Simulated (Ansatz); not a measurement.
**KF (Carobbiite, Fm-3m): phonons and vibrational spectra**

How does KF (Carobbiite, Fm-3m) vibrate, and is this structure a minimum?

Method: DFT LDA, scalar-relativistic, plane waves, PAW; PAW set soft_1, in Ansatz 0.2.0.

### Step 1. Starting point

Symmetry: Fm-3m, No. 225, cubic system. Conventional cell: a = 5.344 Å, b = 5.344 Å, c = 5.344 Å, α = 90.00°, β = 90.00°, γ = 90.00°. Nearest to K lie 6 F at 2.67 Å. Nearest to F lie 6 K at 2.67 Å. Farther neighbours and most contacts between anions are not listed.

### Step 2. Bringing the structure to rest

The cell and atoms are relaxed, since residual forces and stress would shift the frequencies.

Input file input.yaml:

```yaml
crystal:
  lattice:
    - [0.0, 2.67185, 2.67185]
    - [2.67185, 0.0, 2.67185]
    - [2.67185, 2.67185, 0.0]
  atoms:
    - { symbol: K, position: [0.0, 0.0, 0.0] }
    - { symbol: F, position: [0.5, 0.5, 0.5] }
kpoints:
  mp_grid: { grid: [8, 8, 8] }
hamiltonian:
  xc: lda
  pseudopotentials: { kind: paw, azcp: { folder: soft_1 }, xc_functional: pbe }
scf:
  occupations: { method: gaussian, width: 0.02 }
output:
  forces: true
  stress: true
  eigenvalues: true
relax:
  adjacent_minimum: "off"
  f_tol: 0.005
  max_steps: 80
  cell: { stress_tol: 0.05 }
```

The run is started by

```
ansatz run input.yaml --threads 4 --pin off --max-ram 10240MiB --backend cpu --events-out ev --progress --plain --runs-dir out
```

Numbers of over 12 decimals in the logs are rounded to 6 here.

The program printed:

```text
Engine: ansatz 0.2.0, aarch64-unknown-linux-gnu
Pseudopotentials: kind: paw
Pseudopotential: K, paw, valence charge 9, recommended cutoff 420 eV (normal), soft_1/K.paw.azcp
Pseudopotential: F, paw, valence charge 7, recommended cutoff 420 eV (normal), soft_1/F.paw.azcp
Functional definition: SPW92
  exchange = slater_x
  correlation = pw_c
Crystal: 2 atoms, lattice volume = 38.148 Å³
Basis set: ecut = 420 eV, 725 PW (Γ)
Bands: 12, of which v1, the nominal top of the filled ones, is band 8 counted from 1 (7 counted from 0)
Symmetry: 48 space group operations
Space group: Fm-3m (ITA 225), of the structure as read, at distance tolerance 3.4e-5 Å
k-points: 29 of 512
Non-local potential: K, projectors of the file, l = 0: 3, l = 1: 2, l = 2: 2
Non-local potential: F, projectors of the file, l = 0: 2, l = 1: 2, l = 2: 1
PAW form: soft (Blöchl's): semilocal exchange-correlation on the pseudo side does not see the compensation charge
PAW frozen core: K, regenerated for the run's functional, and the local potential with it (the file was generated under x = pbe(κ = 0.804, μ = 0.219515), c = pbe(β = 0.066725))
PAW frozen core: F, regenerated for the run's functional, and the local potential with it (the file was generated under x = pbe(κ = 0.804, μ = 0.219515), c = pbe(β = 0.066725))
PAW one-centre angular grid: K, 110 points (default); XC on 64 Gauss nodes
PAW one-centre angular grid: F, 110 points (default); XC on 64 Gauss nodes
Initial density: superposition of atomic densities (chi_scale 0.1, normalization cell, long waves kept (reshape's long-wave potential 0.00 eV rms))
Initial wavefunctions: pseudopotential atomic-orbital guess
Functional: x = slater, c = lda
SCF iter   1: F=—  HF=-2296.336445 eV  |F-HF|=—  |Δ(HF+E_count)|=         —  Δρ=2.17e-1  dr2=1.55e1  ethr=3.10e-3  ⟨swp⟩=6.6  Hψ=2378  notcnv=0
preconditioner: auto → none  [insulator: Δε(μ)=1.936 eV  Ē_g=15.676 eV  σ=0.020 eV  W_gap=1.00  n_scr=14 (ndim 8)  ℏωp=22.5 eV  f_vac=0.000  D(μ)=0.00/eV (n_scr^D=0)  ε∞_Penn≈3.1]
SCF iter   2: F=—  HF=-2292.858645 eV  |F-HF|=—  |Δ(HF+E_count)|=    3.48e0  Δρ=3.12e-2  dr2=4.54e-1  ethr=3.10e-3  ⟨swp⟩=3.4  Hψ=1051  notcnv=0
SCF iter   3: F=—  HF=-2292.745837 eV  |F-HF|=—  |Δ(HF+E_count)|=   1.13e-1  Δρ=9.48e-3  dr2=3.10e-2  ethr=2.84e-3  ⟨swp⟩=2.6  Hψ=551  notcnv=0
SCF iter   4: F=—  HF=-2292.737277 eV  |F-HF|=—  |Δ(HF+E_count)|=   8.56e-3  Δρ=2.11e-3  dr2=1.95e-3  ethr=1.93e-4  ⟨swp⟩=2.8  Hψ=583  notcnv=0
SCF iter   5: F=—  HF=-2292.736781 eV  |F-HF|=—  |Δ(HF+E_count)|=   4.96e-4  Δρ=7.34e-4  dr2=2.49e-4  ethr=1.22e-5  ⟨swp⟩=2.2  Hψ=482  notcnv=0
SCF iter   6: F=—  HF=-2292.736712 eV  |F-HF|=—  |Δ(HF+E_count)|=   6.94e-5  Δρ=2.00e-4  dr2=1.66e-5  ethr=1.56e-6  ⟨swp⟩=2.0  Hψ=409  notcnv=0
SCF iter   7: F=—  HF=-2292.736707 eV  |F-HF|=—  |Δ(HF+E_count)|=   5.06e-6  Δρ=1.78e-5  dr2=1.13e-7  ethr=1.04e-7  ⟨swp⟩=2.0  Hψ=449  notcnv=0
SCF iter   8: F=-2292.736707 eV  HF=-2292.736707 eV  |F-HF|=4.59e-8  |Δ(HF+E_count)|=   1.92e-9  Δρ=1.18e-5  dr2=5.15e-8  ethr=6.25e-10  ⟨swp⟩=5.2  Hψ=1566  notcnv=0
SCF 1 converged in 8 iterations: F = -2292.736707 eV  dr2 = 5.15e-8
  greatest PAW one-centre occupation: 0.985 electrons in one spin orbital (limit 2), on the K atom at site 0 (counted from 0), in its partial waves of l = 0
relax step   1: F+E_penalty+E_count = -2292.73670670 eV  Δ(F+E_penalty+E_count) = +0.000e0 eV  max|allowed force component| = 2.243e-29 eV/Å  Δτ_max = 0.0000 Å  P = -3.499 GPa  Ω = 38.148 Å³  (8 SCF iters, dr2 threshold 1.00e-7 eV, accepted)
Crystal: 2 atoms, lattice volume = 34.285 Å³
Basis set: ecut = 420 eV, 645 PW (Γ)
Initial density: handed on by an earlier stage of this run
Initial wavefunctions: those handed on with the density
iter 1 solved again at ethr=2.05e-4 eV; its pass at ethr=3.10e-3 eV (dr2=3.28e-2 eV) is discarded
SCF iter   1: F=—  HF=-2292.796750 eV  |F-HF|=—  |Δ(HF+E_count)|=         —  Δρ=8.91e-3  dr2=3.27e-2  ethr=2.05e-4  ⟨swp⟩=1.0  Hψ=2598  notcnv=0
preconditioner: auto → none  [insulator: Δε(μ)=6.137 eV  Ē_g=19.894 eV  σ=0.020 eV  W_gap=1.00  n_scr=8 (ndim 8)  ℏωp=25.4 eV  f_vac=0.067  D(μ)=0.00/eV (n_scr^D=0)  ε∞_Penn≈2.6]
SCF iter   2: F=—  HF=-2292.789485 eV  |F-HF|=—  |Δ(HF+E_count)|=   7.26e-3  Δρ=9.09e-3  dr2=1.30e-2  ethr=2.04e-4  ⟨swp⟩=2.4  Hψ=682  notcnv=0
SCF iter   3: F=—  HF=-2292.786044 eV  |F-HF|=—  |Δ(HF+E_count)|=   3.44e-3  Δρ=1.85e-3  dr2=5.32e-4  ethr=8.16e-5  ⟨swp⟩=2.0  Hψ=562  notcnv=0
SCF iter   4: F=—  HF=-2292.785860 eV  |F-HF|=—  |Δ(HF+E_count)|=   1.83e-4  Δρ=3.38e-4  dr2=1.32e-5  ethr=3.32e-6  ⟨swp⟩=2.0  Hψ=528  notcnv=0
SCF iter   5: F=—  HF=-2292.785860 eV  |F-HF|=—  |Δ(HF+E_count)|=   1.06e-7  Δρ=3.27e-5  dr2=2.37e-7  ethr=8.27e-8  ⟨swp⟩=2.8  Hψ=582  notcnv=0
SCF iter   6: F=-2292.785860 eV  HF=-2292.785860 eV  |F-HF|=2.60e-9  |Δ(HF+E_count)|=   1.55e-7  Δρ=3.10e-6  dr2=3.08e-9  ethr=1.25e-9  ⟨swp⟩=5.0  Hψ=1502  notcnv=0
SCF 2 converged in 6 iterations: F = -2292.785860 eV  dr2 = 3.08e-9
relax step   2: F+E_penalty+E_count = -2292.78586049 eV  Δ(F+E_penalty+E_count) = -4.915e-2 eV  max|allowed force component| = 1.167e-29 eV/Å  Δτ_max = 0.0000 Å  P = +0.371 GPa  Ω = 34.285 Å³  energy of the carried Pulay correction = +6.891e-3 eV  (6 SCF iters, dr2 threshold 2.00e-7 eV, accepted)
Crystal: 2 atoms, lattice volume = 34.621 Å³
iter 1 solved again at ethr=1.35e-6 eV; its pass at ethr=3.10e-3 eV (dr2=2.16e-4 eV) is discarded
SCF iter   1: F=—  HF=-2292.785634 eV  |F-HF|=—  |Δ(HF+E_count)|=         —  Δρ=7.57e-4  dr2=2.52e-4  ethr=1.35e-6  ⟨swp⟩=2.1  Hψ=2422  notcnv=0
preconditioner: auto → none  [insulator: Δε(μ)=6.350 eV  Ē_g=19.945 eV  σ=0.020 eV  W_gap=1.00  n_scr=8 (ndim 8)  ℏωp=25.2 eV  f_vac=0.083  D(μ)=0.00/eV (n_scr^D=0)  ε∞_Penn≈2.6]
SCF iter   2: F=—  HF=-2292.785573 eV  |F-HF|=—  |Δ(HF+E_count)|=   6.11e-5  Δρ=7.83e-4  dr2=9.63e-5  ethr=1.35e-6  ⟨swp⟩=2.0  Hψ=638  notcnv=0
SCF iter   3: F=—  HF=-2292.785549 eV  |F-HF|=—  |Δ(HF+E_count)|=   2.33e-5  Δρ=1.59e-4  dr2=4.69e-6  ethr=6.02e-7  ⟨swp⟩=2.0  Hψ=467  notcnv=0
SCF iter   4: F=-2292.785548 eV  HF=-2292.785548 eV  |F-HF|=1.70e-8  |Δ(HF+E_count)|=   1.63e-6  Δρ=3.61e-5  dr2=1.56e-7  ethr=1.25e-9  ⟨swp⟩=3.0  Hψ=1285  notcnv=0
SCF 3 converged in 4 iterations: F = -2292.785548 eV  dr2 = 1.56e-7
relax step   3: F+E_penalty+E_count = -2292.78554777 eV  Δ(F+E_penalty+E_count) = +3.127e-4 eV  max|allowed force component| = 6.212e-30 eV/Å  Δτ_max = 0.0000 Å  P = -0.064 GPa  Ω = 34.621 Å³  energy of the carried Pulay correction = +6.263e-3 eV  (4 SCF iters, dr2 threshold 2.00e-7 eV, accepted)
[...]
relax step   4: F+E_penalty+E_count = -2292.78565161 eV  Δ(F+E_penalty+E_count) = -1.038e-4 eV  max|allowed force component| = 6.442e-30 eV/Å  Δτ_max = 0.0000 Å  P = -0.002 GPa  Ω = 34.571 Å³  energy of the carried Pulay correction = +6.357e-3 eV  (4 SCF iters, dr2 threshold 1.03e-8 eV, accepted)
[...]
relax step   5: F+E_penalty+E_count = -2292.78193969 eV  Δ(F+E_penalty+E_count) = +3.712e-3 eV  max|allowed force component| = 4.585e-30 eV/Å  Δτ_max = 0.0000 Å  P = -0.227 GPa  Ω = 34.571 Å³  stress off target by 2.27e-1 GPa  SCF on the basis re-selected at this cell (its energy is not comparable with the rows above)  (6 SCF iters)
[...]
relax step   6: F+E_penalty+E_count = -2292.78240672 eV  Δ(F+E_penalty+E_count) = -4.670e-4 eV  max|allowed force component| = 1.177e-29 eV/Å  Δτ_max = 0.0000 Å  P = +0.013 GPa  Ω = 34.388 Å³  energy of the carried Pulay correction = +3.448e-4 eV  (4 SCF iters, dr2 threshold 1.29e-7 eV, accepted)
iter 1 solved again at ethr=2.37e-6 eV; its pass at ethr=3.10e-3 eV (dr2=3.79e-4 eV) is discarded
SCF iter   1: F=—  HF=-2292.782111 eV  |F-HF|=—  |Δ(HF+E_count)|=         —  Δρ=2.36e-5  dr2=4.18e-8  ethr=2.37e-6  ⟨swp⟩=2.2  Hψ=2989  notcnv=0
eigensolver tolerance schedule: the retry pair's looser diagonalisation over-reported the residual by 9069.82 of it (diagonalisation noise at an unbounded share of the residual, at the tolerance the schedule requests for it); recorded, not acted on — ethr = c·dr2/N_el stays at c = 1.0e-1
preconditioner: auto → none  [insulator: Δε(μ)=6.366 eV  Ē_g=19.963 eV  σ=0.020 eV  W_gap=1.00  n_scr=8 (ndim 8)  ℏωp=25.3 eV  f_vac=0.080  D(μ)=0.00/eV (n_scr^D=0)  ε∞_Penn≈2.6]
SCF iter   2: F=—  HF=-2292.782112 eV  |F-HF|=—  |Δ(HF+E_count)|=   1.05e-6  Δρ=1.16e-5  dr2=1.43e-8  ethr=2.61e-10  ⟨swp⟩=2.7  Hψ=660  notcnv=0
SCF iter   3: F=—  HF=-2292.782112 eV  |F-HF|=—  |Δ(HF+E_count)|=   6.19e-9  Δρ=7.71e-6  dr2=1.21e-8  ethr=8.94e-11  ⟨swp⟩=2.0  Hψ=551  notcnv=0
SCF iter   4: F=—  HF=-2292.782112 eV  |F-HF|=—  |Δ(HF+E_count)|=   3.37e-9  Δρ=9.20e-7  dr2=1.54e-10  ethr=7.58e-11  ⟨swp⟩=2.0  Hψ=551  notcnv=0
SCF iter   5: F=-2292.782112 eV  HF=-2292.782112 eV  |F-HF|=1.82e-12  |Δ(HF+E_count)|=  3.91e-11  Δρ=1.21e-7  dr2=1.29e-12  ethr=1.00e-12  ⟨swp⟩=3.1  Hψ=1367  notcnv=0
SCF 7 converged in 5 iterations: F = -2292.782112 eV  dr2 = 1.29e-12
relax step   7: F+E_penalty+E_count = -2292.78211183 eV  Δ(F+E_penalty+E_count) = +2.949e-4 eV  max|allowed force component| = 1.318e-29 eV/Å  Δτ_max = 0.0000 Å  P = +0.001 GPa  Ω = 34.388 Å³  stress off target by 9.19e-4 GPa  SCF on the basis re-selected at this cell (its energy is not comparable with the rows above)  (5 SCF iters)
basis re-selected at this cell: Δ(F+E_penalty+E_count) = +2.949e-4 eV, ΔP = -0.012 GPa vs the last step (what re-selecting the basis moved, of the pressure what is left beyond the Pulay correction that the steps carried, after the strain that the cell walked since its last selection, with what the two solves' SCF thresholds leave and, on support functions, any second-order correction that the steps lacked; it is no m [...]
SCF converged after 5 iterations
Free energy (F): -2292.782112 eV
Harris-Foulkes:  -2292.782112 eV  (|F-HF|=1.82e-12)
Internal energy: -2292.782112 eV  (E = F + TS)
E sigma→0 (E₀):  -2292.782112 eV
Fermi energy:    4.951325 eV
--- Per-component energies (eV) ---
  E_band       = -115.120544
  E_kinetic    = 452.840936
  E_local      = -1061.984052  (includes V_loc(G=0)·N_el)
  E_nonlocal   = 104.796262
  E_hartree    = 378.565179
  E_xc         = -209.868471
  E_vxc        = -263.317827  (∫ρ·V_xc dr)
  E_paw        = -934.675633  (= ΣΔE_a)
  E_vpaw       = -104.586897  (= ΣTr[D̂ρ^β])
  E_aug_tail   = 0.000691  (compensation charges beyond the density's cutoff)
  E_ewald      = -1022.827777
  E_core_change = 0.370752  (= ΣΔE_core)
  E_smearing   = -0.000000  (= −TS)
  E_closure    = 0.000000  (closes the sum)
  Σ components = -2292.782112   (vs F -2292.782112, Δ=0.00e0)
--- Forces (eV/Å), atoms counted from 1 ---
  atom   1  K     -0.00000000     0.00000000     0.00000000
  atom   2  F      0.00000000    -0.00000000     0.00000000
  max |Σ_I F_I| component: 2.41e-29 eV/Å
--- Stress (GPa, compression-positive) ---
        0.000919      -0.000000      -0.000000
       -0.000000       0.000919      -0.000000
       -0.000000      -0.000000       0.000919
  P = ⅓ Tr σ = 0.0009 GPa (0.009 kbar)
--- Band table (eV; the first three rows and the last of 29) ---
  k-point 0: bands = [... 4 lower, -6.9833, 1.7683, 1.7683, 1.7683, 8.1343, 12.5657, 12.5657, 12.5657]
  k-point 1: bands = [... 4 lower, -6.9899, 1.5938, 1.6967, 1.6967, 8.6161, 12.2776, 12.8030, 12.8030]
  k-point 2: bands = [... 4 lower, -7.0056, 1.2297, 1.5294, 1.5294, 9.7769, 11.9279, 13.4001, 13.4001]
  k-point 28: bands = [... 4 lower, -7.0876, 1.2537, 1.6507, 1.6507, 11.5638, 11.5638, 13.4317, 15.7531]
--- Relaxed structure (5 steps of the walk, 5 accepted, 2 SCFs on fresh bases) ---
  F+E_penalty+E_count = -2292.78211183 eV   max|allowed force component| = 1.318e-29 eV/Å   (the final SCF, on the basis selected at the relaxed cell)
  cell:  # Å, volume = 34.3883 Å³
    - [0, 2.581034, 2.581034]
    - [2.581034, 0, 2.581034]
    - [2.581034, 2.581034, 0]
  atoms:
    - { symbol: K, position: [0, 0, 0] }
    - { symbol: F, position: [0.5, 0.5, 0.5] }
```

Run time: 1.9 s. Hardware: 4 threads of Arm Neoverse V2, shared host; peak memory 0.28 GiB; 5.7 s of CPU time.

The steps of the relaxation:

```csv
step,energy less that of the first step (eV),largest force component (eV/Å),pressure (GPa),volume (Å³)
1,0.0000,0.0000,-3.50,38.15
2,-0.0492,0.0000,0.37,34.28
3,-0.0488,0.0000,-0.06,34.62
4,-0.0489,0.0000,0.00,34.57
5*,-0.0452,0.0000,-0.23,34.57
6,-0.0457,0.0000,0.01,34.39
7*,-0.0454,0.0000,0.00,34.39
```

Relaxation steps marked * repeat the geometry before them on a plane-wave basis chosen anew for their cell, so energy and pressure can jump there.

Forces are held to the 48 operations that the run works with; a distortion that breaks them can't arise in this run.

```csv
"conventional cell, symmetrised",before,after,change
a (Å),5.344,5.162,-3.4 %
b (Å),5.344,5.162,-3.4 %
c (Å),5.344,5.162,-3.4 %
volume (Å³/atom),19.07,17.19,-9.9 %
```

The relaxed structure:

```
K F
1.0
     0.00000    2.58103    2.58103
     2.58103    0.00000    2.58103
     2.58103    2.58103    0.00000
K F
1 1
Direct
  0.00000 0.00000 0.00000
  0.50000 0.50000 0.50000
```

This step gave:

- pressure: 9.19e-4 GPa
- gap on the k-mesh: 6.366 eV
- volume per atom: 17.19 Å³
- direct gap on mesh: 6.366 eV

In this step the volume went from 19.07 to 17.19 Å³/atom.

### Step 3. Relaxation

The relaxation is repeated from its end on the same settings, as a check that it has come to rest.

input.yaml, the sections that differ from step 2:

```yaml
crystal:
  lattice:
    - [0.0, 2.5810340228, 2.5810340228]
    - [2.5810340228, 0.0, 2.5810340228]
    - [2.5810340228, 2.5810340228, 0.0]
  atoms:
    - { symbol: K, position: [0.0, 0.0, 0.0] }
    - { symbol: F, position: [0.5, 0.5, 0.5] }
output:
  forces: true
  stress: true
  eigenvalues: true
  write_density: true
  write_potential: true
  elf: true
  volumetric_format: npy
# kpoints, hamiltonian, scf, relax: as in step 2
```

The program printed:

```text
[...]
Crystal: 2 atoms, lattice volume = 34.388 Å³
Basis set: ecut = 420 eV, 645 PW (Γ)
Bands: 12, of which v1, the nominal top of the filled ones, is band 8 counted from 1 (7 counted from 0)
Symmetry: 48 space group operations
[...]
k-points: 29 of 512
[...]
k-point 28: bands = [... 4 lower, -7.0876, 1.2537, 1.6507, 1.6507, 11.5638, 11.5638, 13.4317, 15.7531]
--- Relaxed structure (1 steps of the walk, 1 accepted, 1 SCFs on fresh bases) ---
[...]
cell:  # Å, volume = 34.3883 Å³
    - [0.0, 2.5810340228, 2.5810340228]
    - [2.5810340228, 0.0, 2.5810340228]
    - [2.5810340228, 2.5810340228, 0.0]
  atoms:
    - { symbol: K, position: [0.0, 0.0, 0.0] }
    - { symbol: F, position: [0.5, 0.5, 0.5] }
[key lines of the parts left out:]
SCF converged after 5 iterations
Free energy (F): -2292.782112 eV
Fermi energy:    4.951324 eV
P = ⅓ Tr σ = 0.0009 GPa (0.009 kbar)
```

Wall time 0.64 s (4 threads); peak memory 0.27 GiB.

Little changed from the start: no atom moved by 0.005 Å and no cell edge by 0.1 %.

Numbers from this step:

```yaml
pressure: 9.13e-4 GPa
```

In this step the volume went from 17.19 to 17.19 Å³/atom.

### Step 4. Relaxing to small forces for the phonons

Phonons need a cell at rest on their own settings, so the relaxation is repeated with tight tolerances on forces and stress, using the mesh and the filling of the phonon run that follows.

input.yaml, the sections that differ from step 3:

```yaml
scf:
  occupations: { method: fixed }
output:
  forces: true
  stress: true
  eigenvalues: true
relax:
  adjacent_minimum: "off"
  f_tol: 0.001
  max_steps: 60
  cell: { stress_tol: 0.01 }
# crystal, kpoints, hamiltonian: as in step 3
```

The program printed:

```text
[...]
Crystal: 2 atoms, lattice volume = 34.388 Å³
Basis set: ecut = 420 eV, 645 PW (Γ)
Bands: 12, of which v1, the nominal top of the filled ones, is band 8 counted from 1 (7 counted from 0)
Symmetry: 48 space group operations
[...]
k-points: 29 of 512
[...]
k-point 28: bands = [... 4 lower, -7.0876, 1.2537, 1.6507, 1.6507, 11.5638, 11.5638, 13.4317, 15.7531]
--- Relaxed structure (1 steps of the walk, 1 accepted, 1 SCFs on fresh bases) ---
[...]
cell:  # Å, volume = 34.3883 Å³
    - [0.0, 2.5810340228, 2.5810340228]
    - [2.5810340228, 0.0, 2.5810340228]
    - [2.5810340228, 2.5810340228, 0.0]
  atoms:
    - { symbol: K, position: [0.0, 0.0, 0.0] }
    - { symbol: F, position: [0.5, 0.5, 0.5] }
[key lines of the parts left out:]
SCF converged after 6 iterations
Free energy (F): -2292.782112 eV
Fermi energy:    1.768267 eV
P = ⅓ Tr σ = 0.0009 GPa (0.009 kbar)
```

It took 0.6 s on 4 threads; peak memory 0.27 GiB; 1.7 s of CPU time.

Little changed from the start: no atom moved by 0.005 Å and no cell edge by 0.1 %.

Numbers from this step:

| Property | Result |
| --- | --- |
| pressure | 9.20e-4 GPa |

The forces vanish by symmetry and the pressure is 0.001 GPa, within the tolerances set. The cell now holds 17.19 Å³/atom.

(Continued in part 2 of 3.)

[Logs are printed without paths, hosts, clocks, repeated set-up lines and the standing remarks that a program may print on its own settings, such as how far it seeks lower states.]

[Hosts, paths, dates, database ids (printed as entryN), source tags and the programs' standing remarks are cut or masked in the printed files.]
